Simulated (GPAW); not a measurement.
# Core-hole calculation of the C K edge in SiC (Moissanite 3C, F-43m)

How does the C K edge of SiC (Moissanite 3C, F-43m) move when the bonds are compressed or stretched?

Calculated with GPAW 26.7.0; X-ray absorption from dipole matrix elements to empty bands, plane-wave PAW PBE.

## Step 1: The structure

The structure is cubic, space group F-43m (No. 216). Conventional cell: a = 4.358 Å, b = 4.358 Å, c = 4.358 Å, α = 90.00°, β = 90.00°, γ = 90.00°. Nearest to Si lie 4 C at 1.89 Å. Nearest to C lie 4 Si at 1.89 Å. Farther neighbours are not listed.

## Step 2: The field without a hole

The ground state comes first: it tells whether the system has a gap, which decides how the excited electron is treated.

scf.py

```python
import numpy as np
from ase import Atoms
from ase.parallel import parprint, paropen
from gpaw import GPAW, PW, FermiDirac, Mixer, MixerDif, setup_paths
from gpaw.test import gen
setup_paths.insert(0, '.')
gen('C', name='nch1s', xcname='PBE', corehole=(1, 0, 0), write_xml=True)
from gpaw.mpi import world
world.barrier()

atoms = Atoms('SiC',
    cell=[[0, 2.179, 2.179],
     [2.179, 0, 2.179],
     [2.179, 2.179, 0]],
    scaled_positions=[[0, 0, 0],
     [0.75, 0.75, 0.75]],
    pbc=True)
atoms.calc = calc = GPAW(legacy_gpaw=True, mode=PW(430, force_complex_dtype=True), xc='PBE', setups={1: 'nch1s'},
    kpts={'size': (10, 10, 10), 'gamma': True}, occupations=FermiDirac(0.05),
    charge=0, mixer=Mixer(0.1, 5, 50), maxiter=150,
    convergence={'density': 0.0001, 'eigenstates': 1e-6}, txt='scf.txt')
energy = atoms.get_potential_energy() + calc.get_reference_energy()
ef = calc.get_fermi_level()
out = dict(energy=energy, fermi=ef, forces=atoms.get_forces().tolist())
parprint(f'all-electron energy {energy:.4f} eV, Fermi level {ef:.4f} eV')
ev = np.array([[calc.get_eigenvalues(k, s) for k in range(len(calc.get_ibz_k_points()))] for s in range(calc.get_number_of_spins())])
out['homo'], out['lumo'], out['counts'] = ev[ev < ef].max(), ev[ev > ef].min(), sorted(set((ev < ef).sum((0, 2)).tolist()))
out['filled'] = (ev[:, 0] < ef).sum(1).tolist()
import json
with paropen('out.json', 'w') as f:
    json.dump(out, f)
```

Command:

```console
OMP_NUM_THREADS=1 mpirun -n 4 gpaw python scf.py
```

Numbers of over 12 decimals in the logs are rounded to 6 here.

Output:

```text
Input parameters:
  convergence: {density: 0.0001,
                eigenstates: 1e-06}
  kpts: {gamma: True,
         size: (10, 10, 10)}
  maxiter: 150
  mixer: {backend: pulay,
          beta: 0.1,
          method: separate,
          nmaxold: 5,
          weight: 50}
  mode: {ecut: 430.0,
         force_complex_dtype: True,
         name: pw}
  occupations: {fixmagmom: False,
                name: fermi-dirac,
                width: 0.05}
  setups: {1: nch1s}
  xc: PBE

Initialize ...

[... PAW data sets ...]

Reference energy: -8913.972439  # eV

Spin-paired calculation

[... convergence settings ...]
Symmetries present (total): 24
  [... symmetry matrices ...]

1000 k-points: 10 x 10 x 10 Monkhorst-Pack grid + [1/20,1/20,1/20]
47 k-points in the irreducible part of the Brillouin zone
       k-points in crystal coordinates                weights
   0:     0.00000000    0.00000000    0.00000000          1/1000
   1:     0.10000000    0.10000000    0.00000000          6/1000
   2:     0.10000000    0.10000000    0.10000000          8/1000
   3:     0.20000000    0.10000000    0.10000000         12/1000
   4:     0.20000000    0.20000000    0.00000000          6/1000
   5:     0.20000000    0.20000000    0.10000000         24/1000
   6:     0.20000000    0.20000000    0.20000000          8/1000
   7:     0.30000000    0.20000000    0.10000000         24/1000
   8:     0.30000000    0.20000000    0.20000000         24/1000
   9:     0.30000000    0.30000000    0.00000000          6/1000
          ...
  46:     0.50000000    0.50000000    0.50000000          4/1000

Wave functions: Plane wave expansion
  Cutoff energy: 430.000 eV
  Number of coefficients (min, max): 409, 444
  Pulay-stress correction: 0.000000 eV/Ang^3 (de/decut=0.000000)
  Using FFTW library
  Wavefunction extrapolation:
    Improved wavefunction reuse through dual PAW basis

Occupation numbers: Fermi-Dirac:
  width: 0.0500  # eV

Eigensolver
   Davidson(niter=2)

Densities:
  Coarse grid: 15*15*15 grid
  Fine grid: 30*30*30 grid
  Total Charge: 0.000000

Density mixing:
  Method: separate
  Backend: pulay
  Linear mixing parameter: 0.1
  old densities: 5
  Width of damping distribution: 1.1
  Damping of long wavelength oscillations: 50

[... Hamiltonian set-up ...]
Number of atoms: 2
Number of atomic orbitals: 8
Number of bands in calculation: 8
Number of valence electrons: 8
Bands to converge: occupied

... initialized

Initializing position-dependent things.

Density initialized from atomic densities
Creating initial wave functions:
  8 bands from LCAO basis set

                 C

       Si

Atomic positions and initial magnetic moments

Positions:
   0 Si     0.000000    0.000000    0.000000    ( 0.0000,  0.0000,  0.0000)
   1 C      3.268500    3.268500    3.268500    ( 0.0000,  0.0000,  0.0000)

Unit cell:
           periodic     x           y           z      points  spacing
  1. axis:    yes    0.000000    2.179000    2.179000    15     0.1677
  2. axis:    yes    2.179000    0.000000    2.179000    15     0.1677
  3. axis:    yes    2.179000    2.179000    0.000000    15     0.1677

  Lengths:   3.081571   3.081571   3.081571
  Angles:   60.000000  60.000000  60.000000

Effective grid spacing dv^(1/3) = 0.1830

iter:   1   -16.530371
iter:   2   -15.834264   -1.82  -0.57
iter:   3   -14.918195   -1.07  -0.66
iter:   4   -14.942624   -2.12  -1.14
iter:   5   -14.937358   -2.09  -1.44
iter:   6   -14.930663   -3.43  -1.71
iter:   7   -14.930191   -4.34  -2.25
iter:   8   -14.930180c  -5.14  -2.99
iter:   9   -14.930170c  -6.32c -3.17
iter:  10   -14.930169c  -6.46c -3.39
iter:  11   -14.930169c  -8.18c -4.07c

Converged after 11 iterations.

Dipole moment: (1.320900, 1.320900, 1.320900) |e|*Ang

Energy contributions relative to reference atoms: (reference = -8913.972439)

Kinetic:        +15.867477
Potential:      -13.278973
External:        +0.000000
XC:             -17.491589
Entropy (-ST):   -0.000000
Local:           -0.027084
SIC:             +0.000000
--------------------------
Free energy:    -14.930169
Extrapolated:   -14.930169

Showing only first 2 kpts
 Kpt  Band  Eigenvalues  Occupancy
  0     2      8.25544    2.00000
  0     3      8.25551    2.00000
  0     4     14.50163    0.00000
  0     5     15.55238    0.00000

  1     2      7.78066    2.00000
  1     3      7.78070    2.00000
  1     4     14.73474    0.00000
  1     5     15.29637    0.00000

Fermi level: 8.94644

Gap: 1.343 eV
Transition (v -> c):
  (s=0, k=0, n=3, [0.00, 0.00, 0.00]) -> (s=0, k=41, n=4, [0.50, 0.50, 0.00])
Direct/indirect transitions are different
Direct gap: 4.542 eV
Transition at: (s=0, k=41, n=3, [0.50, 0.50, 0.00])

Forces in eV/Ang:
  0 Si   -0.00000   -0.00000   -0.00000
  1 C     0.00000    0.00000    0.00000
Scalar-relativistic atomic PBE calculation for C (Carbon, Z=6)
Core hole in 1s state (1s occupation: 2.0)
300 radial gridpoints.
|------------------------------------------------|
|------------------------------------------------|
[... the atom generator's iteration count ...]

Energy contributions:
-------------------------
Kinetic:      +37.662629
XC:            -5.078007
Potential:    -70.349262
-------------------------
Total:        -37.764640

state      eigenvalue         ekin         rmax
-----------------------------------------------
1s^2.0 :   -10.046298    15.958807        0.174
2s^2.0 :    -0.505334     1.651367        1.213
2p^2.0 :    -0.194204     1.221141        1.203
-----------------------------------------------
(units: Bohr and Hartree)

Generating PAW setup
Kinetic energy of the core from tauc = 31.932223
Cutoffs:
rc(s)=1.200
rc(p)=1.200
rc(d)=1.200
rc(vbar)=1.080
rc(comp)=1.200
rc(nct)=1.200

Kinetic energy of the core states: 31.917614
Charge: 0.0
Core electrons: 2.0
Valence electrons: 4.0
Pseudo-core charge: 0.031265
Shape function alpha=6.944
Pseudo-electron charge 4.035260
state    eigenvalue         norm
--------------------------------
2s(2) :    -0.505334     1.046026
*s    :     0.494666
2p(2) :    -0.194204     0.955972
*p    :     0.805796
*d    :     0.000000
--------------------------------

Diagonalizing with gridspacing h=0.050

state   all-electron     PAW
-------------------------------
2s:      -0.505334    -0.505970
2p:      -0.194204    -0.194948
*d:                    0.044948
*f:                    0.074429
-------------------------------
all-electron energy -8928.9026 eV, Fermi level 8.9464 eV
```

Wall time 3.1 s (4 MPI ranks of Arm Neoverse V2, shared host); peak memory 0.15 GiB.

The mesh shows a gap of 1.34 eV, so the hole is first treated in a charged cell, without the excited electron.

## Step 3: Supercell without a hole, the energy reference

The photon energy needs a difference of total energies, so the cell and mesh of the coming hole run are first run without a hole.

Edit scf.py of step 2 so:

```diff
@@ -10,11 +10,25 @@
 
-atoms = Atoms('SiC',
-    cell=[[0, 2.179, 2.179],
-     [2.179, 0, 2.179],
-     [2.179, 2.179, 0]],
+atoms = Atoms('Si8C8',
+    cell=[[0, 4.358, 4.358],
+     [4.358, 0, 4.358],
+     [4.358, 4.358, 0]],
     scaled_positions=[[0, 0, 0],
-     [0.75, 0.75, 0.75]],
+     [0, 0, 0.5],
+     [0, 0.5, 0],
+     [0.5, 0, 0],
+     [0, 0.5, 0.5],
+     [0.5, 0, 0.5],
+     [0.5, 0.5, 0],
+     [0.5, 0.5, 0.5],
+     [0.375, 0.375, 0.375],
+     [0.375, 0.375, 0.875],
+     [0.375, 0.875, 0.375],
+     [0.875, 0.375, 0.375],
+     [0.375, 0.875, 0.875],
+     [0.875, 0.375, 0.875],
+     [0.875, 0.875, 0.375],
+     [0.875, 0.875, 0.875]],
     pbc=True)
-atoms.calc = calc = GPAW(legacy_gpaw=True, mode=PW(430, force_complex_dtype=True), xc='PBE', setups={1: 'nch1s'},
-    kpts={'size': (10, 10, 10), 'gamma': True}, occupations=FermiDirac(0.05),
+atoms.calc = calc = GPAW(legacy_gpaw=True, mode=PW(430, force_complex_dtype=True), xc='PBE', setups={8: 'nch1s'},
+    kpts={'size': (4, 4, 4), 'gamma': True}, occupations=FermiDirac(0.02),
     charge=0, mixer=Mixer(0.1, 5, 50), maxiter=150,
```

Output:

```text
Input parameters:
  convergence: {density: 0.0001,
                eigenstates: 1e-06}
  kpts: {gamma: True,
         size: (4, 4, 4)}
  maxiter: 150
  mixer: {backend: pulay,
          beta: 0.1,
          method: separate,
          nmaxold: 5,
          weight: 50}
  mode: {ecut: 430.0,
         force_complex_dtype: True,
         name: pw}
  occupations: {fixmagmom: False,
                name: fermi-dirac,
[...]
--------------------------------
2s(2) :    -0.505334     1.046026
*s    :     0.494666
2p(2) :    -0.194204     0.955972
*p    :     0.805796
*d    :     0.000000
--------------------------------

Diagonalizing with gridspacing h=0.050

state   all-electron     PAW
-------------------------------
2s:      -0.505334    -0.505970
2p:      -0.194204    -0.194948
*d:                    0.044948
*f:                    0.074429
-------------------------------
all-electron energy -71431.2112 eV, Fermi level 8.9055 eV
[key lines of the parts left out:]
Converged after 13 iterations.
Dipole moment: (10.563368, 10.563368, 10.563368) |e|*Ang
Free energy:   -119.432163
Fermi level: 8.90549
```

Elapsed: 16 s, on 4 MPI ranks; peak memory 0.25 GiB; 65 s of CPU time.

Reference energy: -71431.211 eV with the cores included.

(Part 1 of 3 ends here.)

[Banner, clock and machine lines of the logs are left out without a mark of their own.]

[Logs are printed without paths, hosts, clocks, repeated set-up lines and the standing remarks that a program may print on its own settings, such as how far it seeks lower states.]

[Hosts, paths, dates, database ids (printed as entryN), source tags and the programs' standing remarks are cut or masked in the printed files.]

[Lists of maxima count a maximum above −3 eV only where it reaches 4 % of the highest in the window and stands out from its surroundings by 2 % of it (1.5 % where it reaches 55 %); shoulders and weaker maxima are passed over, and of the rest the first, up to two pre-edge ones and the few strongest are named.]
